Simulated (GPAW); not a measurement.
# Work function of 2H-NbSTe monolayer at several levels, part 2 of 2

Aim: the work function of both faces of 2H-NbSTe monolayer, and its spread over functionals and bases.

GPAW 26.7.0; GPAW, PAW setups; layer in a repeated cell with vacuum, relaxation of atoms and in-plane cell (the session's first sound run).

So far, upper work function (eV): step 3 (the slab's potential, PBE, GPAW) 5.55; step 4 (RPBE) 5.46; step 5 (GPAW, PAW setups) 5.87; step 6 (revPBE) 5.46.

### 7. OptPBE vdW: xc = "optPBE-vdW"

Level of this step: GPAW, PAW setups; slab in vacuum (GPAW).

The same geometry under optPBE-vdW, to see how far the functional moves the levels against the vacuum (the van der Waals functionals take revPBE setups).

The input, run.py:

```python
import json
import numpy as np
from ase import Atoms
from gpaw import GPAW, PW

slab = Atoms(
    ['Te', 'Nb', 'S'],
    positions=[
        [-0.00000, 2.03491, 8.00000],
        [-0.00000, 0.00000, 9.95452],
        [-0.00000, 2.03491, 11.35634]],
    cell=[[3.52455, -0.0, 0.0], [-1.76228, 3.05236, 0.0], [0.0, 0.0, 19.3563]],
    pbc=[True, True, False])

slab.calc = GPAW(mode=PW(400), xc='optPBE-vdW', kpts={'size': (9, 9, 1), 'gamma': True},
                 occupations={'name': 'fermi-dirac', 'width': 0.05}, nbands='160%',
                 convergence={'density': 1e-05}, maxiter=200,
                 poissonsolver={'dipolelayer': 'xy'},
                 symmetry={'tolerance': 1e-3}, txt='slab.txt')
result = {}
energy = slab.get_potential_energy()
fermi = slab.calc.get_fermi_level()
v = slab.calc.get_electrostatic_potential().mean((0, 1)) - fermi
n = slab.calc.get_pseudo_density().mean((0, 1))
L = slab.cell[2, 2]
z = np.arange(len(v)) * L / len(v)
low, high = slab.positions[:, 2].min(), slab.positions[:, 2].max()
below, above = np.interp([low - 5.8, high + 5.8], z, v)
slopes = [np.interp(x, z, np.gradient(v, z)) for x in (low - 5.8, high + 5.8)]
eps = np.array([[slab.calc.get_eigenvalues(k, s) for k in range(len(slab.calc.get_ibz_k_points()))]
                for s in range(slab.calc.get_number_of_spins())]) - fermi
top, bottom = eps[eps < 0].max(), eps[eps > 0].min()
dipole = slab.get_dipole_moment()[2]
print(f'energy {energy:.4f} eV, Fermi level {fermi:.4f} eV, dipole {dipole:.5f} e A')
print(f'potential 5.8 A off the faces, from the Fermi level: lower {below:.4f} eV, upper {above:.4f} eV')
print(f'slope of the potential there: lower {slopes[0]:.5f}, upper {slopes[1]:.5f} eV/A')
print(f'nearest levels on the mesh: {top:.4f} and {bottom:.4f} eV')
print('magnetic moment', round(slab.get_magnetic_moment(), 3))
result.update(energy=energy, fermi=fermi, dipole=dipole, below=below, above=above, slopes=slopes, edges=[top, bottom],
              z=z.tolist(), v=v.tolist(), n=n.tolist(), positions=slab.positions.tolist(),
              forces=slab.get_forces(apply_constraint=False).tolist(), moments=slab.get_magnetic_moments().tolist())
json.dump(result, open('result.json', 'w'))
```

Launch:

```
> OMP_NUM_THREADS=1 OPENBLAS_NUM_THREADS=1 python run.py
```

What it wrote:

```text
energy -53.7113 eV, Fermi level -1.2377 eV, dipole -0.03693 e A
potential 5.8 A off the faces, from the Fermi level: lower 5.1418 eV, upper 5.7580 eV
slope of the potential there: lower 0.00001, upper -0.00004 eV/A
nearest levels on the mesh: -0.0270 and 0.0288 eV
magnetic moment 0.0
```

Elapsed: 33 s, on 1 thread of Arm Neoverse V1, shared host; peak memory 0.34 GiB.

Numbers from this step:

```yaml
dipole_along_the_normal: -0.03693 e·Å
levels_nearest_the_fermi_level_on_the_mesh: -0.02700, 0.02876 eV from the Fermi level
upper_work_function: 5.758 eV
lower_work_function: 5.142 eV
```

Table of electrostatic potential energy of an electron (without an applied field's), less the Fermi level, planar mean by z:

z (Å), electrostatic potential energy of an electron (without an applied field's), less the Fermi level, planar mean (eV) and a bar from the least value:
```
      0.0        5.4 ##############################
      0.5        5.1 #############################
      1.0        5.1 #############################
      1.5        5.1 #############################
      2.0        5.1 #############################
      2.5        5.1 #############################
      3.0        5.1 #############################
      3.5        5.1 #############################
      4.0        5.1 #############################
      4.5        5.1 #############################
      5.0        5.1 #############################
      5.5        5.1 #############################
      6.0        4.9 #############################
      6.5        4.1 ############################
      7.0        1.0 #########################
      7.5       -9.0 #############
      8.0      -20.5 
      8.5       -9.7 ############
      9.0       -3.2 ####################
      9.5      -10.1 ############
     10.0      -17.8 ###
     10.5       -9.1 #############
     11.0       -9.5 #############
     11.5      -12.8 #########
     12.0        0.2 ########################
     12.5        4.5 #############################
     13.0        5.5 ##############################
     13.5        5.7 ##############################
     14.0        5.7 ##############################
     14.5        5.8 ##############################
     15.0        5.8 ##############################
     15.5        5.8 ##############################
     16.0        5.8 ##############################
     16.5        5.8 ##############################
     17.0        5.8 ##############################
     17.5        5.8 ##############################
     18.0        5.8 ##############################
     18.5        5.8 ##############################
     19.0        5.7 ##############################
```

The upper face's work function is 5.758 eV, against 5.552 eV in the first plane-wave PBE run at this geometry.

### 8. Self-consistent run: xc = "LDA"

The same geometry under LDA, to see how far the functional moves the levels against the vacuum.

Changes to run.py since step 7:

```diff
@@ -14,3 +14,3 @@
 
-slab.calc = GPAW(mode=PW(400), xc='optPBE-vdW', kpts={'size': (9, 9, 1), 'gamma': True},
+slab.calc = GPAW(mode=PW(400), xc='LDA', kpts={'size': (9, 9, 1), 'gamma': True},
                  occupations={'name': 'fermi-dirac', 'width': 0.05}, nbands='160%',
```

What it wrote:

```text
energy -22.1051 eV, Fermi level -1.3624 eV, dipole -0.03287 e A
potential 5.8 A off the faces, from the Fermi level: lower 5.2331 eV, upper 5.7809 eV
slope of the potential there: lower 0.00002, upper -0.00004 eV/A
nearest levels on the mesh: -0.0256 and 0.0301 eV
magnetic moment 0.0
```

The job ended after 21 s (1 thread; peak memory 0.18 GiB).

This step gave:

```
dipole along the normal                    : -0.03287 e·Å
levels nearest the Fermi level on the mesh : -0.02558, 0.03005 eV from the Fermi level
upper work function                        : 5.781 eV
lower work function                        : 5.233 eV
```

The upper face's work function is 5.781 eV, against 5.552 eV in the first plane-wave PBE run at this geometry.

### 9. Real-space grid: mode = "fd"

A real-space grid is a second complete basis, so it checks the plane-wave result.

Changes to run.py since step 8:

```diff
@@ -3,3 +3,3 @@
 from ase import Atoms
-from gpaw import GPAW, PW
+from gpaw import GPAW
 
@@ -14,3 +14,3 @@
 
-slab.calc = GPAW(mode=PW(400), xc='LDA', kpts={'size': (9, 9, 1), 'gamma': True},
+slab.calc = GPAW(mode='fd', h=0.18, xc='PBE', kpts={'size': (9, 9, 1), 'gamma': True},
                  occupations={'name': 'fermi-dirac', 'width': 0.05}, nbands='160%',
```

What it wrote:

```text
energy -19.8288 eV, Fermi level -5.2489 eV, dipole -0.03609 e A
potential 5.8 A off the faces, from the Fermi level: lower 4.9456 eV, upper 5.5522 eV
slope of the potential there: lower -0.00001, upper 0.00000 eV/A
nearest levels on the mesh: -0.0278 and 0.0270 eV
magnetic moment 0.0
```

Wall time 52 s (1 thread); peak memory 0.35 GiB.

Numbers from this step:

```yaml
dipole_along_the_normal: -0.03609 e·Å
levels_nearest_the_fermi_level_on_the_mesh: -0.02778, 0.02700 eV from the Fermi level
upper_work_function: 5.552 eV
lower_work_function: 4.946 eV
```

The upper face's work function is 5.552 eV, against 5.552 eV in the first plane-wave PBE run at this geometry.

### 10. Atomic orbitals: mode = "lcao"

Atom-centred orbitals end a few angstrom from the surface, which tests how much the density's tail matters.

Changes to run.py since step 9:

```diff
@@ -14,4 +14,4 @@
 
-slab.calc = GPAW(mode='fd', h=0.18, xc='PBE', kpts={'size': (9, 9, 1), 'gamma': True},
-                 occupations={'name': 'fermi-dirac', 'width': 0.05}, nbands='160%',
+slab.calc = GPAW(mode='lcao', basis='dzp', h=0.18, xc='PBE', kpts={'size': (9, 9, 1), 'gamma': True},
+                 occupations={'name': 'fermi-dirac', 'width': 0.05}, nbands='120%',
                  convergence={'density': 1e-05}, maxiter=200,
```

What it wrote:

```text
energy -18.8499 eV, Fermi level -5.2525 eV, dipole -0.04135 e A
potential 5.8 A off the faces, from the Fermi level: lower 4.9049 eV, upper 5.6000 eV
slope of the potential there: lower 0.00000, upper 0.00000 eV/A
nearest levels on the mesh: -0.0269 and 0.0298 eV
magnetic moment 0.0
```

Run time: 63 s. Hardware: 1 thread; peak memory 0.26 GiB.

Numbers from this step:

* dipole along the normal: -0.04135 e·Å
* levels nearest the Fermi level on the mesh: -0.02685, 0.02978 eV from the Fermi level
* upper work function: 5.600 eV
* lower work function: 4.905 eV

The upper face's work function is 5.600 eV, against 5.552 eV in the first plane-wave PBE run at this geometry.

### 11. All levels side by side

Times are for 1 thread of Arm Neoverse V1, shared host. The series side by side:

| no. | run | upper work function (eV) | lower work function (eV) | time | memory (GiB) |
| --- | --- | --- | --- | --- | --- |
| 1 | pw | 5.552 | 4.943 | 24 s | 0.19 |
| 2 | RPBE | 5.464 | 4.827 | 24 s | 0.19 |
| 3 | vdW DF2 | 5.873 | 5.240 | 34 s | 0.34 |
| 4 | revPBE | 5.463 | 4.835 | 24 s | 0.19 |
| 5 | optPBE vdW | 5.758 | 5.142 | 33 s | 0.34 |
| 6 | LDA | 5.781 | 5.233 | 21 s | 0.18 |
| 7 | fd | 5.552 | 4.946 | 52 s | 0.35 |
| 8 | lcao | 5.600 | 4.905 | 63 s | 0.26 |

### 12. Side by side

Results and costs are gathered.

This step: comparison of work functions, dipole and cost (GPAW 26.7.0).

Ladder, by row:

| step | code | work function, upper (eV) | work function, lower (eV) | dipole (e Å) | wall time (s) | peak memory (GiB) | threads |
| --- | --- | --- | --- | --- | --- | --- | --- |
| pw | GPAW | 5.552 | 4.943 | -0.03653 | 23.75 | 0.19 | 1 |
| RPBE | GPAW | 5.464 | 4.827 | -0.03813 | 24.04 | 0.19 | 1 |
| vdW-DF2 | GPAW | 5.873 | 5.24 | -0.03797 | 33.8 | 0.34 | 1 |
| revPBE | GPAW | 5.463 | 4.835 | -0.0376 | 23.95 | 0.19 | 1 |
| optPBE-vdW | GPAW | 5.758 | 5.142 | -0.03693 | 33.34 | 0.34 | 1 |
| LDA | GPAW | 5.781 | 5.233 | -0.03287 | 21.35 | 0.18 | 1 |
| fd | GPAW | 5.552 | 4.946 | -0.03609 | 52.23 | 0.35 | 1 |
| lcao | GPAW | 5.6 | 4.905 | -0.04135 | 62.55 | 0.26 | 1 |

### 13. A changed run

One more run, with changed settings.

This step: GPAW, PAW setups; slab in vacuum (GPAW 26.7.0).

Changes to run.py since step 10:

```diff
@@ -3,3 +3,3 @@
 from ase import Atoms
-from gpaw import GPAW
+from gpaw import GPAW, PW
 
@@ -14,5 +14,5 @@
 
-slab.calc = GPAW(mode='lcao', basis='dzp', h=0.18, xc='PBE', kpts={'size': (9, 9, 1), 'gamma': True},
-                 occupations={'name': 'fermi-dirac', 'width': 0.05}, nbands='120%',
-                 convergence={'density': 1e-05}, maxiter=200,
+slab.calc = GPAW(mode=PW(400), xc='PBE', kpts={'size': (9, 9, 1), 'gamma': True},
+                 occupations={'name': 'fermi-dirac', 'width': 0.05}, nbands='100%',
+                 convergence={'density': 1e-05}, maxiter=50,
                  poissonsolver={'dipolelayer': 'xy'},
```

What it wrote:

```text
energy -19.8488 eV, Fermi level -1.0949 eV, dipole -0.03652 e A
potential 5.8 A off the faces, from the Fermi level: lower 4.9426 eV, upper 5.5520 eV
slope of the potential there: lower 0.00002, upper -0.00004 eV/A
nearest levels on the mesh: -0.0279 and 0.0269 eV
magnetic moment 0.0
```

Wall time 20 s (1 thread); peak memory 0.19 GiB.

The setting was moved on purpose (too few bands), yet the results that both runs give agree within 1 %.

Side by side:

| quantity | this run | sound run | difference |
| --- | --- | --- | --- |
| dipole along the normal (e·Å) | -0.036521 | -0.036527 | 5.7e-6 |
| upper work function (eV) | 5.5520 | 5.5520 | -1.7e-5 |
| lower work function (eV) | 4.9426 | 4.9425 | 7.9e-5 |

### 14. Summary of results

```
work function, upper and lower face : 5.552 and 4.943 eV
dipole along the normal             : -0.0365 e Å
```

With plane waves and PBE the work function is 5.55 eV on the upper face and 4.94 eV on the lower. The two faces differ by 0.61 eV, the step that the slab's dipole makes (e p/(ε0 A) gives 0.61 eV), so the dipole layer is needed. Over the sound runs of the table the upper face's work function spans 5.463 (revPBE) to 5.873 eV (vdW-DF2). The relaxation of atoms and cell ran in a fully periodic cell without the dipole layer, so the atoms of this polar layer felt a small spurious field. The cell holds an odd number of electrons, so without spin polarisation it must come out metallic and without a moment, whatever its true state. The layer's cell and atoms come from the relaxation; spin-orbit coupling and temperature are left out.

[Logs are printed without paths, hosts, clocks, repeated set-up lines and the standing remarks that a program may print on its own settings, such as how far it seeks lower states.]

[Hosts, paths, dates, database ids (printed as entryN), source tags and the programs' standing remarks are cut or masked in the printed files.]
